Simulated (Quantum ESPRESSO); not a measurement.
# Fe: magnetism against volume

Aim: follow moments and order energies of Fe with volume.

Program: Quantum ESPRESSO 7.5. Level of theory: PBE; plane waves with GBRV 1.5 PBE potentials, no spin-orbit coupling. Results are calculated unless marked as measured.

The database entry behind the starting cell differs from later determinations by our own check (about 0.2 % short), so it need not match the best structure at ambient conditions.

### Step 1. The starting structure

The structure is cubic, space group Im-3m (No. 229). The conventional cell has a = 2.860 Å, b = 2.860 Å, c = 2.860 Å, α = 90.00°, β = 90.00°, γ = 90.00°. Fe has 8 Fe at 2.48 Å nearest.

Coordinates:

```cif
data_structure
_symmetry_space_group_name_H-M 'Im-3m'
_symmetry_Int_Tables_number 229
_cell_length_a 2.8605
_cell_length_b 2.8605
_cell_length_c 2.8605
_cell_angle_alpha 90.000
_cell_angle_beta 90.000
_cell_angle_gamma 90.000
_cell_volume 23.41
loop_
_atom_site_label
_atom_site_type_symbol
_atom_site_symmetry_multiplicity
_atom_site_Wyckoff_symbol
_atom_site_fract_x
_atom_site_fract_y
_atom_site_fract_z
_atom_site_occupancy
Fe1 Fe 2 a 0.00000 0.00000 0.00000 1
```

The cell comes from the Crystallography Open Database.

### Step 2. Volume 0.92, ferro +

All lengths scale alike; the factor is that of the volume. Atoms keep their fractional places. Seeded atoms are those given a starting moment.

The input, pw.in:

```
&CONTROL
  calculation = 'scf'
  prefix = 'pwscf'
  outdir = './tmp'
  pseudo_dir = './pseudo'
  disk_io = 'nowf'
  tprnfor = .true.
  tstress = .true.
/
&SYSTEM
  ibrav = 0
  nat = 1
  ntyp = 1
  ecutwfc = 40
  ecutrho = 280
  nbnd = 15
  occupations = 'smearing'
  smearing = 'fd'
  degauss = 0.00367493
  nspin = 2
  starting_magnetization(1) = 0.175
/
&ELECTRONS
  conv_thr = 2d-09
  electron_maxstep = 150
  mixing_beta = 0.3
/
ATOMIC_SPECIES
Fe     55.8450 fe_pbe_v1.5.uspp.F.UPF
CELL_PARAMETERS bohr
  -2.6286760166    2.6286760166    2.6286760166
   2.6286760166   -2.6286760166    2.6286760166
   2.6286760166    2.6286760166   -2.6286760166
ATOMIC_POSITIONS crystal
Fe      0.0000000000    0.0000000000    0.0000000000
K_POINTS automatic
14 14 14 0 0 0
```

The run is started by

```console
$ OMP_NUM_THREADS=1 mpirun -n 2 pw.x -nk 2 -in pw.in > pw.out
```

The program printed:

```text
Program PWSCF v.7.5 starts

     Message from routine setup:
     using ibrav=0 with symmetry is DISCOURAGED, use correct ibrav instead

     K-points division:     npool     =       2
     Subspace diagonalization in iterative solution of the eigenvalue problem:

     bravais-lattice index     =            0
     lattice parameter (alat)  =       4.5530  a.u.
     unit-cell volume          =      72.6559 (a.u.)^3
     number of atoms/cell      =            1
     number of atomic types    =            1
     number of electrons       =        16.00
     number of Kohn-Sham states=           15
     kinetic-energy cutoff     =      40.0000  Ry
     charge density cutoff     =     280.0000  Ry
     scf convergence threshold =      2.0E-09
     mixing beta               =       0.3000
     number of iterations used =            8  plain     mixing
     Exchange-correlation=  SLA  PW   PBX  PBC
                           (   1   4   3   4   0   0   0)

     celldm(1)=   4.553000  celldm(2)=   0.000000  celldm(3)=   0.000000
     celldm(4)=   0.000000  celldm(5)=   0.000000  celldm(6)=   0.000000

     crystal axes: (cart. coord. in units of alat)
               a(1) = (  -0.577350   0.577350   0.577350 )
               a(2) = (   0.577350  -0.577350   0.577350 )
               a(3) = (   0.577350   0.577350  -0.577350 )

     reciprocal axes: (cart. coord. in units 2 pi/alat)
               b(1) = ( -0.000000  0.866025  0.866025 )
               b(2) = (  0.866025 -0.000000  0.866025 )
               b(3) = (  0.866025  0.866025  0.000000 )

     PseudoPot. # 1 for Fe read from file:
     fe_pbe_v1.5.uspp.F.UPF
     Pseudo is Ultrasoft + core correction, Zval = 16.0

     atomic species   valence    mass     pseudopotential
     Fe               16.00    55.84500     Fe( 1.00)

     Starting magnetic structure
     atomic species   magnetization
     Fe              0.175

     48 Sym. Ops., with inversion, found

   Cartesian axes

     site n.     atom                  positions (alat units)
         1        Fe     tau(   1) = (   0.0000000   0.0000000   0.0000000  )

     number of k points=   104  Fermi-Dirac smearing, width (Ry)=  0.0037

     Number of k-points >= 100: set verbosity='high' to print them.

     Dense  grid:     5775 G-vectors     FFT dimensions: (  25,  25,  25)

     Smooth grid:     2491 G-vectors     FFT dimensions: (  20,  20,  20)

     Check: negative core charge=   -0.000067
     Generating pointlists ...
     new r_m :   0.4125 (alat units)  1.8781 (a.u.) for type    1

     Initial potential from superposition of free atoms

     starting charge      15.0000, renormalised to      16.0000
     Starting wfcs are   13 randomized atomic wfcs +    2 random wfcs

     Self-consistent Calculation

     iteration #  1     ecut=    40.00 Ry     beta= 0.30
     Davidson diagonalization with overlap
     ethr =  1.00E-02,  avg # of iterations =  4.3

     total energy              =    -249.92098073 Ry
     estimated scf accuracy    <       2.19908596 Ry

     total magnetization       =     1.89 Bohr mag/cell
     absolute magnetization    =     1.89 Bohr mag/cell

     iteration #  2     ecut=    40.00 Ry     beta= 0.30
     Davidson diagonalization with overlap
     ethr =  1.00E-02,  avg # of iterations =  1.9

     total energy              =    -250.33877842 Ry
     estimated scf accuracy    <       0.01567812 Ry

     total magnetization       =     2.27 Bohr mag/cell
     absolute magnetization    =     2.30 Bohr mag/cell

     [... further iterations left out ...]

     iteration # 12     ecut=    40.00 Ry     beta= 0.30
     Davidson diagonalization with overlap
     ethr =  1.68E-10,  avg # of iterations =  1.0

     total energy              =    -250.34537238 Ry
     estimated scf accuracy    <       0.00000001 Ry

     total magnetization       =     2.16 Bohr mag/cell
     absolute magnetization    =     2.26 Bohr mag/cell

     iteration # 13     ecut=    40.00 Ry     beta= 0.30
     Davidson diagonalization with overlap
     ethr =  6.83E-11,  avg # of iterations =  1.6

     Magnetic moment per site  (integrated on atomic sphere of radius R)
     atom   1 (R=0.412)  charge= 14.3439  magn=  2.1992

     End of self-consistent calculation

     Number of k-points >= 100: set verbosity='high' to print the bands.

     the Fermi energy is    19.4492 ev

!    total energy              =    -250.34537239 Ry
     estimated scf accuracy    <          2.4E-10 Ry
     smearing contrib. (-TS)   =      -0.00049997 Ry
     internal energy E=F+TS    =    -250.34487242 Ry

     The total energy is F=E-TS. E is the sum of the following terms:
     one-electron contribution =    -108.38941561 Ry
     hartree contribution      =      64.51331112 Ry
     xc contribution           =     -29.26097260 Ry
     ewald contribution        =    -177.20779533 Ry

     total magnetization       =     2.16 Bohr mag/cell
     absolute magnetization    =     2.26 Bohr mag/cell

     convergence has been achieved in  13 iterations

     Forces acting on atoms (cartesian axes, Ry/au):

     atom    1 type  1   force =     0.00000000    0.00000000    0.00000000

     Total force =     0.000000     Total SCF correction =     0.000000

     Computing stress (Cartesian axis) and pressure

          total   stress  (Ry/bohr**3)                   (kbar)     P=      127.37
   0.00086582   0.00000000   0.00000000          127.37        0.00        0.00
   0.00000000   0.00086582   0.00000000            0.00      127.37        0.00
   0.00000000   0.00000000   0.00086582            0.00        0.00      127.37

=------------------------------------------------------------------------------=
   JOB DONE.
=------------------------------------------------------------------------------=
```

It took 5.9 s on 2 MPI ranks of Intel Xeon Platinum 8488C (Sapphire Rapids), shared host; peak memory 0.15 GiB.

Spin moment in the atom's sphere by atom:

```csv
atom,spin moment in the atom's sphere (μB)
Fe1,2.20
```

Read from the output:

| Item | Value |
| --- | --- |
| smearing term TS | 0.006803 eV |
| pressure | 12.74 GPa |
| magnetization | 2.162 μB |
| absolute magnetization | 2.263 μB |
| final state | ferromagnetic |

### Step 3. Volume 0.92, antiferro q=(1/2,1/2,1/2) +-

The wavevector q is in fractions of the reciprocal vectors of the crystal's primitive cell, as the cells of these inputs are built from it; moments change sign between cells as cos(2π q·R).

The input, pw.in:

```
&CONTROL
  calculation = 'scf'
  prefix = 'pwscf'
  outdir = './tmp'
  pseudo_dir = './pseudo'
  disk_io = 'nowf'
  tprnfor = .true.
  tstress = .true.
/
&SYSTEM
  ibrav = 0
  nat = 2
  ntyp = 2
  ecutwfc = 40
  ecutrho = 280
  nbnd = 23
  occupations = 'smearing'
  smearing = 'fd'
  degauss = 0.00367493
  nspin = 2
  starting_magnetization(1) = 0.175
  starting_magnetization(2) = -0.175
/
&ELECTRONS
  conv_thr = 4d-09
  electron_maxstep = 150
  mixing_beta = 0.3
/
ATOMIC_SPECIES
Fe1    55.8450 fe_pbe_v1.5.uspp.F.UPF
Fe2    55.8450 fe_pbe_v1.5.uspp.F.UPF
CELL_PARAMETERS bohr
  -5.2573520331    5.2573520331    5.2573520331
   0.0000000000    0.0000000000    5.2573520331
   0.0000000000    5.2573520331    0.0000000000
ATOMIC_POSITIONS crystal
Fe1     0.0000000000    0.0000000000    0.0000000000
Fe2     0.5000000000    0.0000000000    0.0000000000
K_POINTS automatic
7 14 14 0 0 0
```

The program printed:

```text
     [... lines left out ...]
Program PWSCF v.7.5 starts
     [... lines left out ...]
     number of atoms/cell      =            2
     [... lines left out ...]
     number of electrons       =        32.00
     number of Kohn-Sham states=           23
     kinetic-energy cutoff     =      40.0000  Ry
     charge density cutoff     =     280.0000  Ry
     scf convergence threshold =      4.0E-09
     [... lines left out ...]
     48 Sym. Ops., with inversion, found
     [... lines left out ...]
     number of k points=    60  Fermi-Dirac smearing, width (Ry)=  0.0037
     [... lines left out ...]
     iteration # 19     ecut=    40.00 Ry     beta= 0.30
     [... lines left out ...]
     Magnetic moment per site  (integrated on atomic sphere of radius R)
     atom   1 (R=0.206)  charge= 14.3476  magn=  1.2909
     atom   2 (R=0.206)  charge= 14.3476  magn= -1.2908
     [... lines left out ...]
     the Fermi energy is    19.6454 ev
!    total energy              =    -500.62610859 Ry
     estimated scf accuracy    <          8.0E-11 Ry
     smearing contrib. (-TS)   =      -0.00304791 Ry
     [... lines left out ...]
     total magnetization       =     0.00 Bohr mag/cell
     absolute magnetization    =     2.69 Bohr mag/cell
     convergence has been achieved in  19 iterations
     [... lines left out ...]
     Total force =     0.000000     Total SCF correction =     0.000000
     [... lines left out ...]
          total   stress  (Ry/bohr**3)                   (kbar)     P=       32.20
     [... lines left out ...]
```

Wall time 22 s (2 MPI ranks); peak memory 0.2 GiB.

Spin moment in the atom's sphere by atom:

```csv
atom,spin moment in the atom's sphere (μB)
Fe1,1.29
Fe2,-1.29
```

This step gave:

```
smearing term TS       : 0.04147 eV
pressure               : 3.220 GPa
magnetization          : 0 μB
absolute magnetization : 2.687 μB
final state            : antiferromagnetic
```

### Step 4. Volume 0.92, no spin polarisation

The input, pw.in:

```
&CONTROL
  calculation = 'scf'
  prefix = 'pwscf'
  outdir = './tmp'
  pseudo_dir = './pseudo'
  disk_io = 'nowf'
  tprnfor = .true.
  tstress = .true.
/
&SYSTEM
  ibrav = 0
  nat = 1
  ntyp = 1
  ecutwfc = 40
  ecutrho = 280
  nbnd = 14
  occupations = 'smearing'
  smearing = 'fd'
  degauss = 0.00367493
/
&ELECTRONS
  conv_thr = 2d-09
  electron_maxstep = 150
  mixing_beta = 0.3
/
ATOMIC_SPECIES
Fe     55.8450 fe_pbe_v1.5.uspp.F.UPF
CELL_PARAMETERS bohr
  -2.6286760166    2.6286760166    2.6286760166
   2.6286760166   -2.6286760166    2.6286760166
   2.6286760166    2.6286760166   -2.6286760166
ATOMIC_POSITIONS crystal
Fe      0.0000000000    0.0000000000    0.0000000000
K_POINTS automatic
14 14 14 0 0 0
```

The program printed:

```text
     [... lines left out ...]
Program PWSCF v.7.5 starts
     [... lines left out ...]
     number of atoms/cell      =            1
     [... lines left out ...]
     number of electrons       =        16.00
     number of Kohn-Sham states=           14
     kinetic-energy cutoff     =      40.0000  Ry
     charge density cutoff     =     280.0000  Ry
     scf convergence threshold =      2.0E-09
     [... lines left out ...]
     48 Sym. Ops., with inversion, found
     [... lines left out ...]
     number of k points=   104  Fermi-Dirac smearing, width (Ry)=  0.0037
     [... lines left out ...]
     iteration #  9     ecut=    40.00 Ry     beta= 0.30
     [... lines left out ...]
     the Fermi energy is    19.5445 ev
!    total energy              =    -250.31031973 Ry
     estimated scf accuracy    <          4.9E-10 Ry
     smearing contrib. (-TS)   =      -0.00198652 Ry
     [... lines left out ...]
     convergence has been achieved in   9 iterations
     [... lines left out ...]
     Total force =     0.000000     Total SCF correction =     0.000000
     [... lines left out ...]
          total   stress  (Ry/bohr**3)                   (kbar)     P=      -67.14
     [... lines left out ...]
```

Run time: 3 s. Hardware: 2 MPI ranks; peak memory 0.14 GiB; 5.4 s of CPU time.

Read from the output:

```yaml
smearing_term_ts: 0.02703 eV
pressure: -6.714 GPa
final_state: non-magnetic (no spin polarisation)
```

### Step 5. Volume 1.08, ferro +

Changes to pw.in since step 4:

```diff
@@ -15,3 +15,3 @@
   ecutrho = 280
-  nbnd = 14
+  nbnd = 15
   occupations = 'smearing'
@@ -19,2 +19,4 @@
   degauss = 0.00367493
+  nspin = 2
+  starting_magnetization(1) = 0.175
 /
@@ -28,5 +30,5 @@
 CELL_PARAMETERS bohr
-  -2.6286760166    2.6286760166    2.6286760166
-   2.6286760166   -2.6286760166    2.6286760166
-   2.6286760166    2.6286760166   -2.6286760166
+  -2.7729946954    2.7729946954    2.7729946954
+   2.7729946954   -2.7729946954    2.7729946954
+   2.7729946954    2.7729946954   -2.7729946954
 ATOMIC_POSITIONS crystal
```

The program printed:

```text
     [... lines left out ...]
Program PWSCF v.7.5 starts
     [... lines left out ...]
     number of atoms/cell      =            1
     [... lines left out ...]
     number of electrons       =        16.00
     number of Kohn-Sham states=           15
     kinetic-energy cutoff     =      40.0000  Ry
     charge density cutoff     =     280.0000  Ry
     scf convergence threshold =      2.0E-09
     [... lines left out ...]
     48 Sym. Ops., with inversion, found
     [... lines left out ...]
     number of k points=   104  Fermi-Dirac smearing, width (Ry)=  0.0037
     [... lines left out ...]
     iteration # 11     ecut=    40.00 Ry     beta= 0.30
     [... lines left out ...]
     Magnetic moment per site  (integrated on atomic sphere of radius R)
     atom   1 (R=0.413)  charge= 14.4727  magn=  2.6005
     [... lines left out ...]
     the Fermi energy is    15.9901 ev
!    total energy              =    -250.34317153 Ry
     estimated scf accuracy    <          1.0E-09 Ry
     smearing contrib. (-TS)   =      -0.00056238 Ry
     [... lines left out ...]
     total magnetization       =     2.53 Bohr mag/cell
     absolute magnetization    =     2.69 Bohr mag/cell
     convergence has been achieved in  11 iterations
     [... lines left out ...]
     Total force =     0.000000     Total SCF correction =     0.000000
     [... lines left out ...]
          total   stress  (Ry/bohr**3)                   (kbar)     P=     -121.48
     [... lines left out ...]
```

It took 5.9 s on 2 MPI ranks; peak memory 0.16 GiB.

This step gave:

* smearing term TS: 0.007652 eV
* pressure: -12.15 GPa
* magnetization: 2.528 μB
* absolute magnetization: 2.69 μB
* final state: ferromagnetic
* largest moment: 2.601 μB

### Step 6. An input with a fault

As a test, an input with a fault in it is run.

Changes to pw.in since step 5:

```diff
@@ -24,3 +24,3 @@
   conv_thr = 2d-09
-  electron_maxstep = 150
+  electron_maxstep = 2
   mixing_beta = 0.3
@@ -29,6 +29,6 @@
 Fe     55.8450 fe_pbe_v1.5.uspp.F.UPF
-CELL_PARAMETERS bohr
-  -2.7729946954    2.7729946954    2.7729946954
-   2.7729946954   -2.7729946954    2.7729946954
-   2.7729946954    2.7729946954   -2.7729946954
+CELL_PARAMETERS angstrom
+  -1.4302400000    1.4302400000    1.4302400000
+   1.4302400000   -1.4302400000    1.4302400000
+   1.4302400000    1.4302400000   -1.4302400000
 ATOMIC_POSITIONS crystal
```

The program printed:

```text
     [... lines left out ...]
Program PWSCF v.7.5 starts
     [... lines left out ...]
     number of atoms/cell      =            1
     [... lines left out ...]
     number of electrons       =        16.00
     number of Kohn-Sham states=           15
     kinetic-energy cutoff     =      40.0000  Ry
     charge density cutoff     =     280.0000  Ry
     scf convergence threshold =      2.0E-09
     [... lines left out ...]
     48 Sym. Ops., with inversion, found
     [... lines left out ...]
     number of k points=   104  Fermi-Dirac smearing, width (Ry)=  0.0037
     [... lines left out ...]
     iteration #  2     ecut=    40.00 Ry     beta= 0.30
     [... lines left out ...]
     estimated scf accuracy    <       0.04468786 Ry
     total magnetization       =     2.46 Bohr mag/cell
     absolute magnetization    =     2.49 Bohr mag/cell
     [... lines left out ...]
     convergence NOT achieved after   2 iterations: stopping
[key lines of the parts left out:]
total energy              =    -250.33480218 Ry
```

The job ended after 2.2 s (2 MPI ranks; peak memory 0.15 GiB).

No converged result was reached; the numbers in the log don't describe the system.

The fault put into the input: too few SCF iterations.

### Step 7. The series

The runs not shown differ from these in the moved quantity alone.

States, by row:

```csv
volume,ferro +,"antiferro q=(1/2,1/2,1/2) +-",no spin polarisation
0.92,ferromagnetic,antiferromagnetic,non-magnetic
0.96,ferromagnetic,antiferromagnetic,non-magnetic
1,ferromagnetic,antiferromagnetic,non-magnetic
1.04,ferromagnetic,antiferromagnetic,non-magnetic
1.08,ferromagnetic,antiferromagnetic,non-magnetic
```

Table of largest site moment by volume:

```csv
volume (factor),ferro + (μB),"antiferro q=(1/2,1/2,1/2) +- (μB)"
0.9200,2.20,1.29
0.9600,2.25,1.55
1.0000,2.33,1.79
1.0400,2.49,2.06
1.0800,2.60,2.27
```

The energy less that of the parallel start by volume; values in meV a seeded atom:

```csv
volume (factor),"antiferro q=(1/2,1/2,1/2) +-",no spin polarisation
0.9200,440,477
0.9600,462,532
1.0000,474,586
1.0400,480,641
1.0800,483,701
```

The energy over the lowest by volume; values in meV an atom:

```csv
volume (factor),ferro +,"antiferro q=(1/2,1/2,1/2) +-",no spin polarisation
0.9200,22.4,462,499
0.9600,0,462,532
1.0000,3.48,478,589
1.0400,23.2,503,664
1.0800,52.3,536,753
```

### Step 8. What came out

| Item | Value |
| --- | --- |
| moment, parallel start | 2.20 to 2.60 μB |
| states met from these starts | antiferromagnetic and ferromagnetic |

In words: The moment of the parallel start goes from 2.20 μB at 0.92 to 2.60 μB at 1.08. The net moment of the cell goes from 2.16 to 2.53 μB. The radius of the spheres follows the nearest distance, so part of the change of the site moments is the spheres'. The largest moment of the start antiferro q=(1/2,1/2,1/2) +- lies between 1.29 and 2.27 μB. The start antiferro q=(1/2,1/2,1/2) +- lies over the parallel one at every finished point, by 440 to 483 meV a seeded atom.

[Logs and program files are shortened in this print: banners, set-up blocks, solver, clock and traceback lines can be left out without a mark of their own.]

[Logs are printed without paths, hosts, clocks, repeated set-up lines and the standing remarks that a program may print on its own settings, such as how far it seeks lower states.]

[Hosts, paths, dates, database ids (printed as entryN), source tags and the programs' standing remarks are cut or masked in the printed files.]

[Where a cell is said to come from a database of computed structures, the database is the Materials Project.]
